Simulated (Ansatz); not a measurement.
# A hypothetical structure for CdCu2S2

Starting from a made-up structure for CdCu2S2, the aim is the relaxed cell, its shortest contacts and, where a second run follows, its electronic structure.

Method: DFT, PBEsol, plane-wave PAW, default files, scalar-relativistic, ferromagnetic start, cell and ions relaxed at zero pressure, in Ansatz 0.2.0.

## Step 1: The structure

Symmetry: P-3m1, No. 164, trigonal system. The conventional cell has a = 3.892 Å, b = 3.892 Å, c = 6.635 Å, α = 90.00°, β = 90.00°, γ = 120.00°. Nearest to Cd lie 6 S at 2.80 Å. Nearest to Cu lie 4 S at 2.26 to 2.47 Å. Nearest to S lie 4 Cu at 2.26 to 2.47 Å and 3 Cd at 2.80 Å. Farther neighbours and most contacts between anions are not listed.

Coordinates:

```cif
data_structure
_symmetry_space_group_name_H-M 'P-3m1'
_symmetry_Int_Tables_number 164
_cell_length_a 3.8920
_cell_length_b 3.8920
_cell_length_c 6.6350
_cell_angle_alpha 90.000
_cell_angle_beta 90.000
_cell_angle_gamma 120.000
_cell_volume 87.04
loop_
_atom_site_label
_atom_site_type_symbol
_atom_site_symmetry_multiplicity
_atom_site_Wyckoff_symbol
_atom_site_fract_x
_atom_site_fract_y
_atom_site_fract_z
_atom_site_occupancy
Cd1 Cd 1 a 0.00000 0.00000 0.00000 1
Cu1 Cu 2 d 0.33333 0.66667 0.40760 1
S1 S 2 d 0.33333 0.66667 0.74780 1
```

## Step 2: Relaxation of the guess

The guessed cell has no reason to be at equilibrium. It is relaxed with the atoms, within the space group of the guess.

input.yaml

```yaml
crystal:
  lattice:
    - [3.892, 0.0, 0.0]
    - [-1.946, 3.370570872, 0.0]
    - [0.0, 0.0, 6.635]
  atoms:
    - { symbol: Cd, position: [0.0, 0.0, 0.0] }
    - { symbol: Cu, position: [0.333333333, 0.666666667, 0.4076], spin: 0.6 }
    - { symbol: Cu, position: [0.666666667, 0.333333333, 0.5924], spin: 0.6 }
    - { symbol: S, position: [0.333333333, 0.666666667, 0.7478] }
    - { symbol: S, position: [0.666666667, 0.333333333, 0.2522] }
magnetization:
  spin_polarized: true
kpoints:
  mp_grid: { grid: [8, 8, 4] }
scf:
  occupations: { method: fermi_dirac, width: 0.05 }
hamiltonian:
  xc: pbesol
  pseudopotentials: { kind: paw }
relax:
  f_tol: 0.015
  max_steps: 70
  cell: {}
output:
  forces: true
  stress: true
```

Run with:

```bash
$ ansatz run input.yaml --threads 4 --pin off --max-ram 8192MiB --backend cpu --events-out ev --progress --plain --runs-dir out
```

Numbers of over 12 decimals in the logs are rounded to 6 here.

What it wrote:

```text
Engine: ansatz 0.2.0, x86_64-unknown-linux-gnu
Pseudopotentials: kind: paw
Pseudopotential: Cd, paw, valence charge 20, recommended cutoff 420 eV (normal), Cd.paw.azcp
Pseudopotential: Cu, paw, valence charge 19, recommended cutoff 420 eV (normal), Cu.paw.azcp
Pseudopotential: S, paw, valence charge 6, recommended cutoff 420 eV (normal), S.paw.azcp
Functional definition: PBEsol
  exchange = pbesol_x
  correlation = pbesol_c
Crystal: 5 atoms, lattice volume = 87.040 Å³
Basis set: ecut = 420 eV, 1715 PW (Γ), exchange–correlation on 54×54×90 points (8 copies of the dense FFT grid, shifted against one another)
Bands: 43, of which v1, the nominal top of the filled ones, is band 35 counted from 1 (34 counted from 0)
Symmetry: 12 space group operations
Space group: P-3m1 (ITA 164), of the structure as read, at distance tolerance 4.4e-5 Å
Magnetic group: BNS 164.85 (UNI 1315), of the structure as read, at distance tolerance 4.4e-5 Å
k-points: 35 of 256
Non-local potential: Cd, projectors of the file, l = 0: 3, l = 1: 2, l = 2: 2, l = 3: 1
Non-local potential: Cu, projectors of the file, l = 0: 3, l = 1: 2, l = 2: 3, l = 3: 1
Non-local potential: S, projectors of the file, l = 0: 2, l = 1: 2, l = 2: 2
PAW form: soft (Blöchl's): semilocal exchange-correlation on the pseudo side does not see the compensation charge
PAW frozen core: Cd, regenerated for the run's functional, and the local potential with it (the file was generated under x = pbe(κ = 0.804, μ = 0.219515), c = pbe(β = 0.066725))
PAW frozen core: Cu, regenerated for the run's functional, and the local potential with it (the file was generated under x = pbe(κ = 0.804, μ = 0.219515), c = pbe(β = 0.066725))
PAW frozen core: S, regenerated for the run's functional, and the local potential with it (the file was generated under x = pbe(κ = 0.804, μ = 0.219515), c = pbe(β = 0.066725))
PAW one-centre angular grid: Cd, 590 points (default); XC on 64 Gauss nodes
PAW one-centre angular grid: Cu, 590 points (default); XC on 64 Gauss nodes
PAW one-centre angular grid: S, 110 points (default); XC on 64 Gauss nodes
Initial density: superposition of atomic densities (chi_scale 0.1, normalization cell, long waves kept (reshape's long-wave potential 0.24 eV rms))
Starting moments: Σ|m| = 1.2 μB on 2 of 5 sites
Initial wavefunctions: pseudopotential atomic-orbital guess
Functional: x = pbesol(κ = 0.804, μ = 0.123457), c = pbesol(β = 0.046)
SCF iter   1: F=—  HF=-23135.889497 eV  |F-HF|=—  |Δ(HF+E_count)|=         —  Δρ=1.17e-1 (↑1.17e-1 ↓9.32e-2)  dr2=3.83e1  dr2_m=1.26e-1  M=0.716 μB ∫|m|=0.871 μB  β_m=0.30  ethr=3.10e-3  ⟨swp⟩=6.8  Hψ=11285  notcnv=0
preconditioner: auto → Kerker (q_TF=auto, 2.631 Å⁻¹)  [metal: Δε(μ)=0.008 eV  Ē_g=9.531 eV  σ=0.050 eV  W_gap=0.04  n_scr=22 (ndim 8)  ℏωp=27.0 eV  f_vac=0.011  D(μ)=4.43/eV (n_scr^D=36)]
spin=Collinear: Kerker preconditioning applied to the charge; magnetization (m = ρ↑ − ρ↓) channel mixes plain (no charge-response kernel on spin).
SCF iter   2: F=—  HF=-23133.901356 eV  |F-HF|=—  |Δ(HF+E_count)|=    1.99e0  Δρ=7.34e-2 (↑2.01e-2 ↓7.34e-2)  dr2=2.52e0  dr2_m=1.08e0  M=0.008 μB ∫|m|=0.182 μB  β_m=0.30  ethr=3.10e-3  ⟨swp⟩=3.0  Hψ=7629  notcnv=0  defer=99
preconditioner: auto → Resta (q_TF=auto, 2.631 Å⁻¹)  ε∞=8.0  [insulator: Δε(μ)=0.303 eV  Ē_g=10.220 eV  σ=0.050 eV  W_gap=0.81  n_scr=22 (ndim 8)  ℏωp=27.0 eV  f_vac=0.012  D(μ)=0.15/eV (n_scr^D=0)  ε∞_Penn≈8.0]
spin=Collinear: Resta preconditioning applied to the charge; magnetization (m = ρ↑ − ρ↓) channel mixes plain (no charge-response kernel on spin).
SCF iter   3: F=—  HF=-23132.774463 eV  |F-HF|=—  |Δ(HF+E_count)|=    1.13e0  Δρ=3.16e-2 (↑3.16e-2 ↓2.21e-2)  dr2=9.57e-1  dr2_m=4.86e-1  M=0.046 μB ∫|m|=0.195 μB  β_m=0.30  ethr=3.10e-3  ⟨swp⟩=2.0  Hψ=6126  notcnv=0  defer=120
SCF iter   4: F=—  HF=-23132.606652 eV  |F-HF|=—  |Δ(HF+E_count)|=   1.68e-1  Δρ=2.54e-2 (↑2.54e-2 ↓1.36e-2)  dr2=2.46e-1  dr2_m=2.88e-1  M=0.022 μB ∫|m|=0.144 μB  β_m=0.30  ethr=1.37e-3  ⟨swp⟩=2.2  Hψ=5432  notcnv=0  defer=112
SCF iter   5: F=—  HF=-23132.606285 eV  |F-HF|=—  |Δ(HF+E_count)|=   3.67e-4  Δρ=2.06e-2 (↑9.55e-3 ↓2.06e-2)  dr2=7.23e-2  dr2_m=1.73e-1  M=0.006 μB ∫|m|=0.098 μB  β_m=0.30  ethr=3.51e-4  ⟨swp⟩=2.3  Hψ=4193  notcnv=0  defer=112
SCF iter   6: F=—  HF=-23132.629003 eV  |F-HF|=—  |Δ(HF+E_count)|=   2.27e-2  Δρ=1.47e-2 (↑7.21e-3 ↓1.47e-2)  dr2=4.45e-2  dr2_m=9.52e-2  M=0.005 μB ∫|m|=0.076 μB  β_m=0.30  ethr=1.03e-4  ⟨swp⟩=2.4  Hψ=5406  notcnv=0  defer=114
Mixer restart at iter 6: flushing history
spin-set hold released at iteration 6 (site moments contracting): the magnetisation degrees of freedom join the quasi-Newton model from the next iteration; the mixer history was flushed
SCF iter   7: F=—  HF=-23132.629374 eV  |F-HF|=—  |Δ(HF+E_count)|=   3.72e-4  Δρ=8.91e-3 (↑7.24e-3 ↓8.91e-3)  dr2=4.94e-3  dr2_m=5.18e-2  M=0.004 μB ∫|m|=0.060 μB  β_m=0.61  ethr=6.36e-5  ⟨swp⟩=2.0  Hψ=3555  notcnv=0  defer=114
SCF iter   8: F=—  HF=-23132.653225 eV  |F-HF|=—  |Δ(HF+E_count)|=   2.39e-2  Δρ=8.15e-3 (↑4.45e-3 ↓8.15e-3)  dr2=8.87e-2  dr2_m=2.77e-3  M=0.001 μB ∫|m|=0.019 μB  β_m=0.47  ethr=7.06e-6  ⟨swp⟩=2.2  Hψ=5822  notcnv=0  defer=114
SCF iter   9: F=—  HF=-23132.632187 eV  |F-HF|=—  |Δ(HF+E_count)|=   2.10e-2  Δρ=9.37e-4 (↑9.37e-4 ↓3.94e-4)  dr2=1.08e-3  dr2_m=6.96e-5  M=0.000 μB ∫|m|=0.009 μB  β_m=0.73  ethr=7.06e-6  ⟨swp⟩=2.1  Hψ=6278  notcnv=0  defer=114
SCF iter  10: F=—  HF=-23132.632411 eV  |F-HF|=—  |Δ(HF+E_count)|=   2.24e-4  Δρ=5.42e-4 (↑5.42e-4 ↓3.80e-4)  dr2=5.10e-4  dr2_m=6.27e-6  M=0.000 μB ∫|m|=0.003 μB  β_m=0.87  ethr=1.55e-6  ⟨swp⟩=1.1  Hψ=3167  notcnv=0  defer=114
SCF iter  11: F=—  HF=-23132.632358 eV  |F-HF|=—  |Δ(HF+E_count)|=   5.32e-5  Δρ=6.73e-5 (↑6.27e-5 ↓6.73e-5)  dr2=1.19e-5  dr2_m=3.64e-8  M=0.000 μB ∫|m|=0.000 μB  β_m=0.93  ethr=7.28e-7  ⟨swp⟩=2.0  Hψ=3644  notcnv=0  defer=114
SCF iter  12: F=—  HF=-23132.632387 eV  |F-HF|=—  |Δ(HF+E_count)|=   2.93e-5  Δρ=3.22e-5 (↑2.19e-5 ↓3.22e-5)  dr2=2.90e-6  dr2_m=4.06e-8  M=0.000 μB ∫|m|=0.000 μB  β_m=0.97  ethr=1.70e-8  ⟨swp⟩=1.8  Hψ=3417  notcnv=0  defer=114
SCF iter  13: F=—  HF=-23132.632388 eV  |F-HF|=—  |Δ(HF+E_count)|=   3.72e-7  Δρ=1.24e-5 (↑9.36e-6 ↓1.24e-5)  dr2=3.01e-7  dr2_m=3.64e-9  M=-0.000 μB ∫|m|=0.000 μB  β_m=0.89  ethr=4.15e-9  ⟨swp⟩=2.0  Hψ=4347  notcnv=0  defer=114
SCF iter  14: F=—  HF=-23132.632388 eV  |F-HF|=—  |Δ(HF+E_count)|=   9.96e-9  Δρ=4.39e-6 (↑1.98e-6 ↓4.39e-6)  dr2=2.49e-8  dr2_m=3.15e-9  M=-0.000 μB ∫|m|=0.000 μB  β_m=0.94  ethr=1.43e-10  ⟨swp⟩=4.0  Hψ=8366  notcnv=0
[...]
the starting moments were not kept: the SCF closed with an absolute magnetisation of 8.2e-6 μB, where they sum to 1.2 μB in size (2 sites). That is at most 0.1 of that sum. Measured as dr2_m measures the in/out step, that magnetisation stands 7.2e-12 eV from none, at or under the dr2_threshold of 5.0e-7 eV: it is no larger than a step whose dr2_m would equal this threshold.
SCF 3 converged in 6 iterations: F = -23132.754257 eV  dr2 = 3.88e-7
relax step   3: F+E_penalty+E_count = -23132.75425681 eV  Δ(F+E_penalty+E_count) = -2.662e-2 eV  max|allowed force component| = 2.132e-1 eV/Å  Δτ_max = 0.0412 Å  P = -0.330 GPa  Ω = 81.466 Å³  energy of the carried Pulay correction = +1.892e-3 eV  (6 SCF iters, dr2 threshold 5.00e-7 eV, accepted)
[...]
relax step   4: F+E_penalty+E_count = -23132.76382624 eV  Δ(F+E_penalty+E_count) = -9.569e-3 eV  max|allowed force component| = 1.489e-1 eV/Å  Δτ_max = 0.0395 Å  P = -0.641 GPa  Ω = 81.304 Å³  energy of the carried Pulay correction = +1.949e-3 eV  (8 SCF iters, dr2 threshold 5.00e-7 eV, accepted)
[...]
relax step   5: F+E_penalty+E_count = -23132.76614072 eV  Δ(F+E_penalty+E_count) = -2.314e-3 eV  max|allowed force component| = 5.565e-2 eV/Å  Δτ_max = 0.0220 Å  P = +0.552 GPa  Ω = 80.439 Å³  energy of the carried Pulay correction = +2.254e-3 eV  (7 SCF iters, dr2 threshold 5.00e-7 eV, accepted)
[...]
relax step   6: F+E_penalty+E_count = -23132.76714704 eV  Δ(F+E_penalty+E_count) = -1.006e-3 eV  max|allowed force component| = 2.138e-3 eV/Å  Δτ_max = 0.0060 Å  P = +0.006 GPa  Ω = 80.859 Å³  energy of the carried Pulay correction = +2.105e-3 eV  (6 SCF iters, dr2 threshold 5.00e-7 eV, accepted)
Initial wavefunctions: pseudopotential atomic-orbital guess (no wavefunctions were taken with the density)
iter 1 solved again at ethr=2.59e-7 eV; its pass at ethr=3.10e-3 eV (dr2=1.82e-4 eV) is discarded
SCF iter   1: F=—  HF=-23132.764761 eV  |F-HF|=—  |Δ(HF+E_count)|=         —  Δρ=7.67e-5 (↑7.66e-5 ↓7.67e-5)  dr2=2.77e-6  dr2_m=1.85e-10  M=0.000 μB ∫|m|=0.000 μB  β_m=0.30  ethr=2.59e-7  ⟨swp⟩=3.0  Hψ=18890  notcnv=0
preconditioner: auto → Resta (q_TF=auto, 2.664 Å⁻¹)  ε∞=8.7  [insulator: Δε(μ)=0.357 eV  Ē_g=10.113 eV  σ=0.050 eV  W_gap=0.84  n_scr=22 (ndim 8)  ℏωp=28.0 eV  f_vac=0.017  D(μ)=0.15/eV (n_scr^D=0)  ε∞_Penn≈8.7]
spin=Collinear: Resta preconditioning applied to the charge; magnetization (m = ρ↑ − ρ↓) channel mixes plain (no charge-response kernel on spin).
SCF iter   2: F=—  HF=-23132.764760 eV  |F-HF|=—  |Δ(HF+E_count)|=   1.59e-6  Δρ=7.30e-5 (↑7.30e-5 ↓7.29e-5)  dr2=8.55e-6  dr2_m=9.45e-11  M=0.000 μB ∫|m|=0.000 μB  β_m=0.46  ethr=3.95e-9  ⟨swp⟩=2.0  Hψ=5460  notcnv=0
SCF iter   3: F=—  HF=-23132.764760 eV  |F-HF|=—  |Δ(HF+E_count)|=   5.26e-7  Δρ=3.59e-5 (↑3.59e-5 ↓3.59e-5)  dr2=1.48e-6  dr2_m=3.34e-11  M=0.000 μB ∫|m|=0.000 μB  β_m=0.69  ethr=3.95e-9  ⟨swp⟩=2.0  Hψ=3718  notcnv=0
SCF iter   4: F=—  HF=-23132.764760 eV  |F-HF|=—  |Δ(HF+E_count)|=   1.49e-7  Δρ=1.62e-5 (↑1.62e-5 ↓1.62e-5)  dr2=2.23e-7  dr2_m=6.34e-12  M=0.000 μB ∫|m|=0.000 μB  β_m=0.65  ethr=2.11e-9  ⟨swp⟩=2.5  Hψ=4335  notcnv=0
SCF iter   5: F=—  HF=-23132.764760 eV  |F-HF|=—  |Δ(HF+E_count)|=   2.21e-8  Δρ=5.40e-6 (↑5.38e-6 ↓5.40e-6)  dr2=2.20e-8  dr2_m=7.41e-13  M=0.000 μB ∫|m|=0.000 μB  β_m=0.82  ethr=3.19e-10  ⟨swp⟩=2.6  Hψ=5277  notcnv=0
SCF iter   6: F=—  HF=-23132.764760 eV  |F-HF|=—  |Δ(HF+E_count)|=   4.59e-9  Δρ=1.15e-6 (↑1.15e-6 ↓1.15e-6)  dr2=1.35e-9  dr2_m=5.29e-14  M=0.000 μB ∫|m|=0.000 μB  β_m=0.85  ethr=3.14e-11  ⟨swp⟩=2.9  Hψ=5244  notcnv=0
SCF iter   7: F=—  HF=-23132.764760 eV  |F-HF|=—  |Δ(HF+E_count)|=  7.53e-10  Δρ=1.97e-7 (↑1.97e-7 ↓1.96e-7)  dr2=1.51e-10  dr2_m=2.25e-15  M=0.000 μB ∫|m|=0.000 μB  β_m=0.92  ethr=1.92e-12  ⟨swp⟩=2.1  Hψ=4701  notcnv=0
SCF iter   8: F=-23132.764760 eV  HF=-23132.764760 eV  |F-HF|=3.64e-12  |Δ(HF+E_count)|=  3.64e-11  Δρ=4.11e-8 (↑4.08e-8 ↓4.11e-8)  dr2=7.44e-12  dr2_m=4.63e-17  M=-0.000 μB ∫|m|=0.000 μB  ethr=1.00e-12  ⟨swp⟩=4.0  Hψ=8819  notcnv=0
the starting moments were not kept: the SCF closed with an absolute magnetisation of 5.3e-9 μB, where they sum to 1.2 μB in size (2 sites). That is at most 0.1 of that sum. Measured as dr2_m measures the in/out step, that magnetisation stands 5.0e-18 eV from none, at or under the dr2_threshold of 5.0e-11 eV: it is no larger than a step whose dr2_m would equal this threshold.
SCF 7 converged in 8 iterations: F = -23132.764760 eV  dr2 = 7.44e-12
relax step   7: F+E_penalty+E_count = -23132.76475993 eV  Δ(F+E_penalty+E_count) = +2.387e-3 eV  max|allowed force component| = 2.070e-3 eV/Å  Δτ_max = 0.0000 Å  P = +0.019 GPa  Ω = 80.859 Å³  stress off target by 2.17e-2 GPa  SCF on the basis re-selected at this cell (its energy is not comparable with the rows above)  (8 SCF iters)
basis re-selected at this cell: Δ(F+E_penalty+E_count) = +2.387e-3 eV, ΔP = +0.013 GPa vs the last step (what re-selecting the basis moved, of the pressure what is left beyond the Pulay correction that the steps carried, after the strain that the cell walked since its last selection, with what the two solves' SCF thresholds leave and, on support functions, any second-order correction that the steps lacked; it is no m [...]
SCF converged after 8 iterations
Magnetization: -0.0000 μB (35.0000 up, 35.0000 down)
Absolute magnetization: 0.0000 μB (∫|ρ↑−ρ↓|, with the PAW one-centre terms)
Spin contamination: 0.0000 ħ² per cell (⟨S²⟩ above its minimum at these occupations)
Per-site moments (μB) at R_I (Å): [(6.291170751138384e-11, 1.121770), (-4.360037281971962e-10, 0.951271), (-4.3600390377701136e-10, 0.951271), (-4.5871422172775545e-10, 0.951271), (-4.587142969188986e-10, 0.951271)]
Free energy (F): -23132.764760 eV
Harris-Foulkes:  -23132.764760 eV  (|F-HF|=3.64e-12)
Internal energy: -23132.763094 eV  (E = F + TS)
E sigma→0 (E₀):  -23132.763927 eV
Entropy (-TS):   -0.001666 eV (-0.333 meV/atom)
Fermi energy:    12.220950 eV
--- Per-component energies (eV) ---
  E_band       = -1257.351402
  E_kinetic    = 1322.087305
  E_local      = -13839.014184  (includes V_loc(G=0)·N_el)
  E_nonlocal   = 895.771206
  E_hartree    = 6233.292626
  E_xc         = -544.735114
  E_vxc        = -625.345198  (∫ρ·V_xc dr)
  E_paw        = -8450.806174  (= ΣΔE_a)
  E_vpaw       = -1477.436556  (= ΣTr[D̂ρ^β])
  E_aug_tail   = 0.000512  (compensation charges beyond the density's cutoff)
  E_ewald      = -8750.237533
  E_core_change = 0.878263  (= ΣΔE_core)
  E_smearing   = -0.001666  (= −TS)
  E_closure    = -0.000000  (closes the sum)
  Σ components = -23132.764760   (vs F -23132.764760, Δ=0.00e0)
--- Forces (eV/Å), atoms counted from 1 ---
  atom   1  Cd    -0.00000000    -0.00000000     0.00000000
  atom   2  Cu     0.00000000     0.00000000    -0.00104302
  atom   3  Cu     0.00000000    -0.00000000     0.00104302
  atom   4  S      0.00000000     0.00000000     0.00206987
  atom   5  S      0.00000000    -0.00000000    -0.00206987
  max |Σ_I F_I| component: 1.62e-17 eV/Å
--- Stress (GPa, compression-positive) ---
        0.017562      -0.000000      -0.000000
       -0.000000       0.017562       0.000000
        0.000000       0.000000       0.021701
  P = ⅓ Tr σ = 0.0189 GPa (0.189 kbar)
--- Relaxed structure (6 steps of the walk, 6 accepted, 1 SCFs on fresh bases) ---
  F+E_penalty+E_count = -23132.76475993 eV   max|allowed force component| = 2.070e-3 eV/Å   (the final SCF, on the basis selected at the relaxed cell)
  cell:  # Å, volume = 80.8588 Å³
    - [3.799687, 0, 0]
    - [-1.899843, 3.290625, 0]
    - [0, 0, 6.466974]
  atoms:
    - { symbol: Cd, position: [0, 0, -4.18320657356879e-19] }
    - { symbol: Cu, position: [0.333333, 0.666667, 0.394891] }
    - { symbol: Cu, position: [0.666667, 0.333333, 0.605109] }
    - { symbol: S, position: [0.333333, 0.666667, 0.751489] }
    - { symbol: S, position: [0.666667, 0.333333, 0.248511] }
```

Wall time 15 s (4 threads of Intel Xeon 6975P-C (Granite Rapids), shared host); peak memory 0.61 GiB; 56 s of CPU time.

The steps of the relaxation:

| step | energy less that of the first step (eV) | largest force component (eV/Å) | pressure (GPa) | volume (Å³) |
| --- | --- | --- | --- | --- |
| 1 | 0.0000 | 0.2686 | -4.92 | 87.04 |
| 2 | -0.0952 | 0.2650 | 0.92 | 80.30 |
| 3 | -0.1219 | 0.2132 | -0.33 | 81.47 |
| 4 | -0.1314 | 0.1489 | -0.64 | 81.30 |
| 5 | -0.1338 | 0.0557 | 0.55 | 80.44 |
| 6 | -0.1348 | 0.0021 | 0.01 | 80.86 |
| 7* | -0.1324 | 0.0021 | 0.02 | 80.86 |

Relaxation steps marked * repeat the geometry before them on a plane-wave basis chosen anew for their cell, so energy and pressure can jump there.

Forces are held to the 12 operations that the run works with; a distortion that breaks them can't arise in this run.

| conventional cell, symmetrised | before | after | change |
| --- | --- | --- | --- |
| a (Å) | 3.892 | 3.800 | -2.4 % |
| b (Å) | 3.892 | 3.800 | -2.4 % |
| c (Å) | 6.635 | 6.467 | -2.5 % |
| volume (Å³/atom) | 17.41 | 16.17 | -7.1 % |

The atoms that moved most (Å, as changes of fractional coordinates times the final cell):

| atom | dx | dy | dz | length |
| --- | --- | --- | --- | --- |
| Cu2 | 0.000 | 0.000 | -0.082 | 0.082 |
| Cu3 | 0.000 | 0.000 | 0.082 | 0.082 |
| S4 | 0.000 | 0.000 | 0.024 | 0.024 |
| S5 | 0.000 | 0.000 | -0.024 | 0.024 |

The relaxed structure:

```
Cd Cu S
1.0
     3.79969    0.00000    0.00000
    -1.89984    3.29063    0.00000
     0.00000    0.00000    6.46697
Cd Cu S
1 2 2
Cartesian
  0.0000 0.0000 0.0000
  0.0000 2.1938 2.5537
  1.8998 1.0969 3.9132
  0.0000 2.1938 4.8599
  1.8998 1.0969 1.6071
```

This step gave:

```yaml
free_energy: -23132.7648 eV
energy_at_zero_smearing: -23132.7639 eV
smearing_term_ts: 0.001666 eV
fermi_energy: 12.22 eV
electrons: 70
symmetry_operations: 12
pressure: 0.01894 GPa
```

Shortest distances by pair of elements, guess and relaxed (not always the same contact):

| pair | guess (Å) | relaxed (Å) |
| --- | --- | --- |
| Cu–S | 2.257 | 2.306 |
| Cu–Cu | 2.560 | 2.581 |
| Cd–S | 2.802 | 2.719 |
| Cd–Cu | 3.516 | 3.367 |
| Cd–Cd | 3.892 | 3.800 |

The relaxation ends with a largest force component of 0.0021 eV/Å and a pressure of 0.02 GPa. No moment survives the cycle: this start ends non-magnetic.

## Step 3: Summary of results

```yaml
space_group_relaxed: P-3m1
conventional_cell: a = 3.800, b = 3.800, c = 6.467 Å; α = 90.0°, β = 90.0°, γ = 120.0°
volume_per_atom: 16.17 Å³ (guess 17.41)
total_moment: 0.00 μB in the cell of 5 atoms
```

In words: CdCu2S2 relaxes to P-3m1 with a = 3.800, b = 3.800 and c = 6.467 Å. The guessed volume was 8 % too large. The space group P-3m1 was held in the relaxation, so the end point is a stationary structure within it and may be a saddle against distortions or other arrangements. The moments died out from this one start and weren't seeded again at the relaxed cell. Mesh and cutoff weren't tested. No dispersion term is used, so weakly bound directions may come out too long. Nothing here tests whether the compound is stable against decomposition.

[Logs are printed without paths, hosts, clocks, repeated set-up lines and the standing remarks that a program may print on its own settings, such as how far it seeks lower states.]

[Hosts, paths, dates, database ids (printed as entryN), source tags and the programs' standing remarks are cut or masked in the printed files.]
